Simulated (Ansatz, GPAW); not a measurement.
# NO/Sr(110): work function by functional and basis

Aim: the work function of both faces of NO/Sr(110), and its spread over functionals and bases.

Calculated with GPAW 26.7.0 and Ansatz 0.2.0; GPAW, PAW setups; slab in vacuum, in the first sound run; inputs show where later runs differ.

**1. The structure**

The cell holds 7 atoms: 5 Sr, 1 N and 1 O. Its edges and angles: a = 6.080 Å, b = 4.299 Å, c = 26.278 Å, α = 90.0°, β = 90.0°, γ = 90.0°. Vacuum lies along c.

**2. Relaxation**

The atoms are relaxed first, since the surface dipole, and with it the work function, follows the positions of the outer layers. The lowest 3 atoms are held at bulk positions and keep their forces.

run.py reads:

```python
import json
import numpy as np
from ase import Atoms
from ase.constraints import FixAtoms
from ase.optimize import BFGS
from gpaw import GPAW, PW

slab = Atoms(
    ['Sr', 'Sr', 'Sr', 'Sr', 'Sr', 'N', 'O'],
    positions=[
        [0.00000, 0.00000, 8.00000],
        [3.04000, 2.14960, 10.14960],
        [0.00000, 0.00000, 12.29921],
        [3.04000, 2.14960, 14.44881],
        [0.00000, 0.00000, 16.59842],
        [3.04000, 2.14960, 17.09842],
        [3.04000, 2.14960, 18.27842]],
    cell=[[6.08, 0.0, 0.0], [0.0, 4.29921, 0.0], [0.0, 0.0, 26.27842]],
    pbc=[True, True, False])

slab.calc = GPAW(mode=PW(500), xc='PBE', kpts={'size': (5, 7, 1), 'gamma': True},
                 occupations={'name': 'fermi-dirac', 'width': 0.1}, nbands='160%',
                 convergence={'density': 0.0001}, maxiter=200,
                 poissonsolver={'dipolelayer': 'xy'},
                 symmetry={'tolerance': 1e-3, 'extra_ids': [1, 1, 1, 0, 0, 0, 0]}, txt='slab.txt')
result = {}
slab.set_constraint(FixAtoms([0, 1, 2]))
path = []
opt = BFGS(slab, maxstep=0.2)
opt.attach(lambda: path.append((slab.get_potential_energy(), slab.positions.tolist(), slab.get_forces().tolist())))
result['relaxed'] = bool(opt.run(fmax=0.05, steps=30))
result['path'] = path
energy = slab.get_potential_energy()
fermi = slab.calc.get_fermi_level()
v = slab.calc.get_electrostatic_potential().mean((0, 1)) - fermi
n = slab.calc.get_pseudo_density().mean((0, 1))
L = slab.cell[2, 2]
z = np.arange(len(v)) * L / len(v)
low, high = slab.positions[:, 2].min(), slab.positions[:, 2].max()
below, above = np.interp([low - 5.8, high + 5.8], z, v)
slopes = [np.interp(x, z, np.gradient(v, z)) for x in (low - 5.8, high + 5.8)]
eps = np.array([[slab.calc.get_eigenvalues(k, s) for k in range(len(slab.calc.get_ibz_k_points()))]
                for s in range(slab.calc.get_number_of_spins())]) - fermi
top, bottom = eps[eps < 0].max(), eps[eps > 0].min()
dipole = slab.get_dipole_moment()[2]
print(f'energy {energy:.4f} eV, Fermi level {fermi:.4f} eV, dipole {dipole:.5f} e A')
print(f'potential 5.8 A off the faces, from the Fermi level: lower {below:.4f} eV, upper {above:.4f} eV')
print(f'slope of the potential there: lower {slopes[0]:.5f}, upper {slopes[1]:.5f} eV/A')
print(f'nearest levels on the mesh: {top:.4f} and {bottom:.4f} eV')
print('magnetic moment', round(slab.get_magnetic_moment(), 3))
result.update(energy=energy, fermi=fermi, dipole=dipole, below=below, above=above, slopes=slopes, edges=[top, bottom],
              z=z.tolist(), v=v.tolist(), n=n.tolist(), positions=slab.positions.tolist(),
              forces=slab.get_forces(apply_constraint=False).tolist(), moments=slab.get_magnetic_moments().tolist())
json.dump(result, open('result.json', 'w'))
```

On the command line:

```
OMP_NUM_THREADS=1 OPENBLAS_NUM_THREADS=1 python run.py
```

Output:

```text
Step          Energy          fmax
BFGS:    0      -20.447457        4.000497
BFGS:    1      -20.481379        2.800434
BFGS:    2      -20.552593        1.042276
BFGS:    3      -20.571360        0.738811
BFGS:    4      -20.589409        0.975449
BFGS:    5      -20.626350        0.639214
BFGS:    6      -20.631556        0.222946
BFGS:    7      -20.632023        0.051847
BFGS:    8      -20.632062        0.040359
energy -20.4847 eV, Fermi level -0.0704 eV, dipole -0.08767 e A
potential 5.8 A off the faces, from the Fermi level: lower 2.6076 eV, upper 3.2384 eV
slope of the potential there: lower -0.00128, upper 0.00006 eV/A
nearest levels on the mesh: -0.0521 and 0.0222 eV
magnetic moment 0.0
```

Wall time 32 min (1 thread of Arm Neoverse V2, shared host); peak memory 0.59 GiB.

Relaxation path:

```csv
step,energy less that of the first step (eV),largest force (eV/Å)
1,0.0000,4.0005
2,-0.0348,2.8004
3,-0.1060,1.0423
4,-0.1245,0.7388
5,-0.1425,0.9754
6,-0.1782,0.6392
7,-0.1840,0.2229
8,-0.1843,0.0518
9,-0.1844,0.0404
```

The atoms that moved most (Å):

```csv
atom,dx,dy,dz,length
Sr4,0.000,0.000,0.139,0.139
N6,0.000,0.000,-0.095,0.095
O7,0.000,0.000,-0.043,0.043
Sr5,0.000,0.000,-0.017,0.017
```

The relaxed structure:

```
Sr N O
1.0
     6.08000    0.00000    0.00000
     0.00000    4.29921    0.00000
     0.00000    0.00000   26.27842
Sr N O
5 1 1
Direct
  0.00000 0.00000 0.30443
  0.50000 0.50000 0.38623
  0.00000 0.00000 0.46803
  0.50000 0.50000 0.55514
  0.00000 0.00000 0.63098
  0.50000 0.50000 0.64704
  0.50000 0.50000 0.69393
```

Numbers from this step:

| Property | Result |
| --- | --- |
| dipole along the normal | -0.08767 e·Å |
| levels nearest the Fermi level on the mesh | -0.05213, 0.02221 eV from the Fermi level |
| upper work function | 3.238 eV |
| lower work function | 2.608 eV |

Electrostatic potential energy of an electron (without an applied field's), less the Fermi level, planar mean against z:

z (Å), electrostatic potential energy of an electron (without an applied field's), less the Fermi level, planar mean (eV) and a bar from the least value:
```
      0.0       2.92 #############################
      0.5       2.61 ############################
      1.0       2.61 ############################
      1.5       2.61 ############################
      2.0       2.61 ############################
      2.5       2.61 ############################
      3.0       2.61 ############################
      3.5       2.60 ############################
      4.0       2.59 ############################
      4.5       2.57 ############################
      5.0       2.52 ############################
      5.5       2.39 ############################
      6.0       2.11 ###########################
      6.5       1.51 #########################
      7.0       0.20 ######################
      7.5      -3.21 #############
      8.0      -7.04 ###
      8.5      -3.61 ############
      9.0      -1.01 ###################
      9.5      -2.15 ################
     10.0      -6.27 #####
     10.5      -4.67 #########
     11.0      -1.18 ##################
     11.5      -1.41 ##################
     12.0      -5.24 ########
     12.5      -5.97 ######
     13.0      -1.61 #################
     13.5      -0.27 #####################
     14.0      -2.19 ################
     14.5      -6.36 #####
     15.0      -4.01 ###########
     15.5      -1.10 ###################
     16.0      -2.54 ###############
     16.5      -7.34 ##
     17.0      -8.13 
     17.5      -1.58 #################
     18.0      -1.24 ##################
     18.5       0.19 ######################
     19.0       2.73 #############################
     19.5       3.15 ##############################
     20.0       3.22 ##############################
     20.5       3.23 ##############################
     21.0       3.24 ##############################
     21.5       3.24 ##############################
     22.0       3.24 ##############################
     22.5       3.24 ##############################
     23.0       3.24 ##############################
     23.5       3.24 ##############################
     24.0       3.24 ##############################
     24.5       3.24 ##############################
     25.0       3.24 ##############################
     25.5       3.24 ##############################
     26.0       3.16 ##############################
```

Pseudo valence density, planar mean against z:

```csv
z (Å),"pseudo valence density, planar mean (e/Å³)"
2.5,1.9e-5
3.0,4.6e-5
3.5,1.1e-4
4.0,2.8e-4
4.5,6.5e-4
5.0,0.00150
5.5,0.00331
6.0,0.00676
6.5,0.0143
7.0,0.0466
7.5,0.164
8.0,0.296
8.5,0.174
9.0,0.0773
9.5,0.137
10.0,0.288
10.5,0.228
11.0,0.0943
11.5,0.101
12.0,0.243
12.5,0.271
13.0,0.118
13.5,0.0640
14.0,0.152
14.5,0.298
15.0,0.206
15.5,0.0997
16.0,0.174
16.5,0.397
17.0,0.363
17.5,0.177
18.0,0.215
18.5,0.201
19.0,0.0388
19.5,0.00566
20.0,1.0e-3
20.5,2.0e-4
21.0,4.9e-5
21.5,1.5e-5
```

The relaxation lowered the energy of the cell by 0.184 eV (energies extrapolated to zero smearing; the optimiser's log prints free energies). The largest force left on a free atom is 0.040 eV/Å.

**3. Plane waves, PBE**

With the geometry fixed, the planar mean of the potential gives the vacuum level on each side.

run.py, as its differences from that of step 2:

```diff
@@ -3,4 +3,2 @@
 from ase import Atoms
-from ase.constraints import FixAtoms
-from ase.optimize import BFGS
 from gpaw import GPAW, PW
@@ -13,6 +11,6 @@
         [0.00000, 0.00000, 12.29921],
-        [3.04000, 2.14960, 14.44881],
-        [0.00000, 0.00000, 16.59842],
-        [3.04000, 2.14960, 17.09842],
-        [3.04000, 2.14960, 18.27842]],
+        [3.04000, 2.14960, 14.58818],
+        [-0.00000, 0.00000, 16.58126],
+        [3.04000, 2.14960, 17.00314],
+        [3.04000, 2.14960, 18.23531]],
     cell=[[6.08, 0.0, 0.0], [0.0, 4.29921, 0.0], [0.0, 0.0, 26.27842]],
@@ -22,12 +20,6 @@
                  occupations={'name': 'fermi-dirac', 'width': 0.1}, nbands='160%',
-                 convergence={'density': 0.0001}, maxiter=200,
+                 convergence={'density': 1e-05}, maxiter=200,
                  poissonsolver={'dipolelayer': 'xy'},
-                 symmetry={'tolerance': 1e-3, 'extra_ids': [1, 1, 1, 0, 0, 0, 0]}, txt='slab.txt')
+                 symmetry={'tolerance': 1e-3}, txt='slab.txt')
 result = {}
-slab.set_constraint(FixAtoms([0, 1, 2]))
-path = []
-opt = BFGS(slab, maxstep=0.2)
-opt.attach(lambda: path.append((slab.get_potential_energy(), slab.positions.tolist(), slab.get_forces().tolist())))
-result['relaxed'] = bool(opt.run(fmax=0.05, steps=30))
-result['path'] = path
 energy = slab.get_potential_energy()
```

Output:

```text
energy -20.4847 eV, Fermi level -0.0698 eV, dipole -0.09141 e A
potential 5.8 A off the faces, from the Fermi level: lower 2.6066 eV, upper 3.2362 eV
slope of the potential there: lower -0.00111, upper -0.00012 eV/A
nearest levels on the mesh: -0.0522 and 0.0222 eV
magnetic moment 0.0
```

Run time: 5 min. Hardware: 1 thread; peak memory 0.57 GiB.

Numbers from this step:

```yaml
dipole_along_the_normal: -0.09141 e·Å
levels_nearest_the_fermi_level_on_the_mesh: -0.05220, 0.02220 eV from the Fermi level
upper_work_function: 3.236 eV
lower_work_function: 2.607 eV
```

The electrostatic potential energy of an electron (without an applied field's), less the Fermi level, planar mean oscillates, so the rows of the table below give means over windows of 2.16 Å about each position, cut where the curve ends. Its maxima inside the range that stand out by 2 % of the span (Å: eV): 9.1: -0.938, 11.3: -0.859, 13.4: -0.269, 15.6: -1.02, 17.7: -0.551. Its minima: 8.0: -7.06, 10.1: -6.76, 12.3: -6.83, 14.6: -6.54, 16.9: -8.73, 18.2: -1.97.

The electrostatic potential energy of an electron (without an applied field's), less the Fermi level, planar mean by z; means over each step:

```csv
z (Å),"electrostatic potential energy of an electron (without an applied field's), less the Fermi level, planar mean (eV)"
1.08,2.63
3.24,2.60
5.40,2.31
7.56,-2.86
9.72,-3.42
11.88,-3.39
14.04,-2.95
16.20,-4.52
18.36,0.244
20.52,3.22
22.68,3.24
24.84,3.24
```

The pseudo valence density, planar mean oscillates, so the rows of the table below give means over windows of 2.06 Å about each position, cut where the curve ends. Its maxima inside the range that stand out by 2 % of the span (Å: e/Å³): 8.1: 0.299, 10.1: 0.312, 12.4: 0.301, 14.6: 0.307, 16.7: 0.445, 18.2: 0.270. Its minima: 9.0: 0.0763, 11.3: 0.0746, 13.5: 0.0639, 15.6: 0.0942, 17.6: 0.153.

The pseudo valence density, planar mean by z; means over each step:

z (Å), pseudo valence density, planar mean (e/Å³) and a bar:
```
     1.03      0.000 
     3.09      0.000 
     5.15      0.003 
     7.21      0.124 ##############
     9.27      0.174 ###################
    11.33      0.172 ###################
    13.39      0.154 #################
    15.45      0.206 #######################
    17.51      0.273 ##############################
    19.57      0.028 ###
    21.63      0.000
```

Force by atom:

```csv
atom,x (eV/Å),y (eV/Å),z (eV/Å),size
Sr1,0.0000,0.0000,0.0632,0.0632
Sr2,0.0000,0.0000,0.0260,0.0260
Sr3,0.0000,0.0000,-0.0078,0.0078
Sr4,0.0000,0.0000,-0.0187,0.0187
Sr5,0.0000,0.0000,-0.0152,0.0152
N6,0.0000,0.0000,-0.0199,0.0199
O7,0.0000,0.0000,-0.0147,0.0147
```

The potential is flat to 0.001 eV/Å where it is read, so the vacuum is wide enough.

**4. Self-consistent run: xc = "LDA"**

The same geometry under LDA, to see how far the functional moves the levels against the vacuum.

run.py, as its differences from that of step 3:

```diff
@@ -18,3 +18,3 @@
 
-slab.calc = GPAW(mode=PW(500), xc='PBE', kpts={'size': (5, 7, 1), 'gamma': True},
+slab.calc = GPAW(mode=PW(500), xc='LDA', kpts={'size': (5, 7, 1), 'gamma': True},
                  occupations={'name': 'fermi-dirac', 'width': 0.1}, nbands='160%',
```

Output:

```text
energy -22.6731 eV, Fermi level -0.2978 eV, dipole -0.11702 e A
potential 5.8 A off the faces, from the Fermi level: lower 2.7380 eV, upper 3.5448 eV
slope of the potential there: lower -0.00093, upper -0.00013 eV/A
nearest levels on the mesh: -0.0475 and 0.0025 eV
magnetic moment 0.0
```

Wall time 6 min (1 thread); peak memory 0.56 GiB.

This step gave:

- dipole along the normal: -0.1170 e·Å
- levels nearest the Fermi level on the mesh: -0.04749, 0.002491 eV from the Fermi level
- upper work function: 3.545 eV
- lower work function: 2.738 eV

The electrostatic potential energy of an electron (without an applied field's), less the Fermi level, planar mean oscillates, so the rows of the table below give means over windows of 2.16 Å about each position, cut where the curve ends. Its maxima inside the range that stand out by 2 % of the span (Å: eV): 9.1: -0.724, 11.3: -0.642, 13.4: -0.0459, 15.6: -0.744, 17.7: -0.222, 25.2: 3.54. Its minima: 8.0: -6.89, 10.1: -6.56, 12.3: -6.62, 14.6: -6.33, 16.9: -8.44, 18.2: -1.65.

Electrostatic potential energy of an electron (without an applied field's), less the Fermi level, planar mean against z; means over each step:

```csv
z (Å),"electrostatic potential energy of an electron (without an applied field's), less the Fermi level, planar mean (eV)"
1.08,2.77
3.24,2.73
5.40,2.45
7.56,-2.69
9.72,-3.22
11.88,-3.18
14.04,-2.74
16.20,-4.24
18.36,0.563
20.52,3.53
22.68,3.54
24.84,3.54
```

The pseudo valence density, planar mean oscillates, so the rows of the table below give means over windows of 2.06 Å about each position, cut where the curve ends. Its maxima inside the range that stand out by 2 % of the span (Å: e/Å³): 8.1: 0.299, 10.1: 0.311, 12.4: 0.301, 14.6: 0.307, 16.7: 0.445, 18.2: 0.270. Its minima: 9.0: 0.0771, 11.3: 0.0753, 13.5: 0.0646, 15.6: 0.0949, 17.6: 0.154.

Pseudo valence density, planar mean against z; means over each step:

```csv
z (Å),"pseudo valence density, planar mean (e/Å³)"
1.03,1.9e-6
3.09,8.6e-5
5.15,0.00273
7.21,0.124
9.27,0.174
11.33,0.172
13.39,0.154
15.45,0.206
17.51,0.273
19.57,0.0278
21.63,2.4e-5
```

Force by atom:

```csv
atom,x (eV/Å),y (eV/Å),z (eV/Å),size
Sr1,0.00,0.00,0.23,0.23
Sr2,0.00,0.00,0.06,0.06
Sr3,0.00,0.00,-0.02,0.02
Sr4,0.00,0.00,0.30,0.30
Sr5,0.00,0.00,-0.11,0.11
N6,0.00,0.00,0.67,0.67
O7,0.00,0.00,-1.12,1.12
```

The upper face's work function is 3.545 eV, against 3.236 eV in the first plane-wave PBE run at this geometry.

**5. Self-consistent run: xc = "RPBE"**

The same geometry under RPBE, to see how far the functional moves the levels against the vacuum.

run.py, as its differences from that of step 4:

```diff
@@ -18,3 +18,3 @@
 
-slab.calc = GPAW(mode=PW(500), xc='LDA', kpts={'size': (5, 7, 1), 'gamma': True},
+slab.calc = GPAW(mode=PW(500), xc='RPBE', kpts={'size': (5, 7, 1), 'gamma': True},
                  occupations={'name': 'fermi-dirac', 'width': 0.1}, nbands='160%',
```

Output:

```text
energy -19.1860 eV, Fermi level 0.0388 eV, dipole -0.08584 e A
potential 5.8 A off the faces, from the Fermi level: lower 2.5255 eV, upper 3.1166 eV
slope of the potential there: lower -0.00133, upper -0.00011 eV/A
nearest levels on the mesh: -0.0484 and 0.0157 eV
magnetic moment 0.0
```

Elapsed: 5.9 min, on 1 thread; peak memory 0.57 GiB.

Numbers from this step:

- dipole along the normal: -0.08584 e·Å
- levels nearest the Fermi level on the mesh: -0.04836, 0.01572 eV from the Fermi level
- upper work function: 3.117 eV
- lower work function: 2.525 eV

The electrostatic potential energy of an electron (without an applied field's), less the Fermi level, planar mean oscillates, so the rows of the table below give means over windows of 2.16 Å about each position, cut where the curve ends. Its maxima inside the range that stand out by 2 % of the span (Å: eV): 9.1: -1.04, 11.3: -0.968, 13.4: -0.385, 15.6: -1.15, 17.7: -0.715. Its minima: 8.0: -7.15, 10.1: -6.85, 12.3: -6.93, 14.6: -6.65, 16.9: -8.88, 18.2: -2.12.

Table of electrostatic potential energy of an electron (without an applied field's), less the Fermi level, planar mean by z; means over each step:

```csv
z (Å),"electrostatic potential energy of an electron (without an applied field's), less the Fermi level, planar mean (eV)"
1.08,2.55
3.24,2.52
5.40,2.22
7.56,-2.94
9.72,-3.52
11.88,-3.49
14.04,-3.06
16.20,-4.67
18.36,0.0962
20.52,3.10
22.68,3.12
24.84,3.12
```

The upper face's work function is 3.117 eV, against 3.236 eV in the first plane-wave PBE run at this geometry.

**6. Self-consistent run: xc = "revPBE"**

The same geometry under revPBE, to see how far the functional moves the levels against the vacuum.

run.py, as its differences from that of step 5:

```diff
@@ -18,3 +18,3 @@
 
-slab.calc = GPAW(mode=PW(500), xc='RPBE', kpts={'size': (5, 7, 1), 'gamma': True},
+slab.calc = GPAW(mode=PW(500), xc='revPBE', kpts={'size': (5, 7, 1), 'gamma': True},
                  occupations={'name': 'fermi-dirac', 'width': 0.1}, nbands='160%',
```

Output:

```text
energy -19.3175 eV, Fermi level 0.0390 eV, dipole -0.07953 e A
potential 5.8 A off the faces, from the Fermi level: lower 2.5279 eV, upper 3.0753 eV
slope of the potential there: lower -0.00123, upper -0.00011 eV/A
nearest levels on the mesh: -0.0510 and 0.0210 eV
magnetic moment 0.0
```

It took 7.6 min on 1 thread; peak memory 0.57 GiB.

Numbers from this step:

* dipole along the normal: -0.07953 e·Å
* levels nearest the Fermi level on the mesh: -0.05095, 0.02097 eV from the Fermi level
* upper work function: 3.075 eV
* lower work function: 2.528 eV

The upper face's work function is 3.075 eV, against 3.236 eV in the first plane-wave PBE run at this geometry.

**7. Real-space grid: mode = "fd"**

A real-space grid is a second complete basis, so it checks the plane-wave result.

run.py, as its differences from that of step 6:

```diff
@@ -3,3 +3,3 @@
 from ase import Atoms
-from gpaw import GPAW, PW
+from gpaw import GPAW
 
@@ -18,3 +18,3 @@
 
-slab.calc = GPAW(mode=PW(500), xc='revPBE', kpts={'size': (5, 7, 1), 'gamma': True},
+slab.calc = GPAW(mode='fd', h=0.18, xc='PBE', kpts={'size': (5, 7, 1), 'gamma': True},
                  occupations={'name': 'fermi-dirac', 'width': 0.1}, nbands='160%',
```

Output:

```text
energy -21.6236 eV, Fermi level -2.9273 eV, dipole -0.09307 e A
potential 5.8 A off the faces, from the Fermi level: lower 2.6048 eV, upper 3.2494 eV
slope of the potential there: lower -0.00090, upper 0.00001 eV/A
nearest levels on the mesh: -0.0522 and 0.0244 eV
magnetic moment 0.0
```

Wall time 19 min (1 thread); peak memory 1.9 GiB.

This step gave:

| Quantity | Value |
| --- | --- |
| dipole along the normal | -0.09307 e·Å |
| levels nearest the Fermi level on the mesh | -0.05219, 0.02436 eV from the Fermi level |
| upper work function | 3.249 eV |
| lower work function | 2.605 eV |

The electrostatic potential energy of an electron (without an applied field's), less the Fermi level, planar mean by z:

```csv
z (Å),"electrostatic potential energy of an electron (without an applied field's), less the Fermi level, planar mean (eV)"
0.0,2.93
0.5,2.61
1.0,2.61
1.5,2.61
2.0,2.60
2.5,2.60
3.0,2.60
3.5,2.60
4.0,2.59
4.5,2.57
5.0,2.52
5.5,2.39
6.0,2.11
6.5,1.51
7.0,0.206
7.5,-3.21
8.0,-7.04
8.5,-3.61
9.0,-1.02
9.5,-2.15
10.0,-6.27
10.5,-4.67
11.0,-1.19
11.5,-1.40
12.0,-5.23
12.5,-5.99
13.0,-1.61
13.5,-0.267
14.0,-2.20
14.5,-6.39
15.0,-4.01
15.5,-1.10
16.0,-2.54
16.5,-7.33
17.0,-8.07
17.5,-1.55
18.0,-1.22
18.5,0.209
19.0,2.75
19.5,3.16
20.0,3.23
20.5,3.24
21.0,3.25
21.5,3.25
22.0,3.25
22.5,3.25
23.0,3.25
23.5,3.25
24.0,3.25
24.5,3.25
25.0,3.25
25.5,3.25
26.0,3.25
```

The upper face's work function is 3.249 eV, against 3.236 eV in the first plane-wave PBE run at this geometry.

(Part 1 of 2 ends here.)

[Logs are printed without paths, hosts, clocks, repeated set-up lines and the standing remarks that a program may print on its own settings, such as how far it seeks lower states.]

[Hosts, paths, dates, database ids (printed as entryN), source tags and the programs' standing remarks are cut or masked in the printed files.]
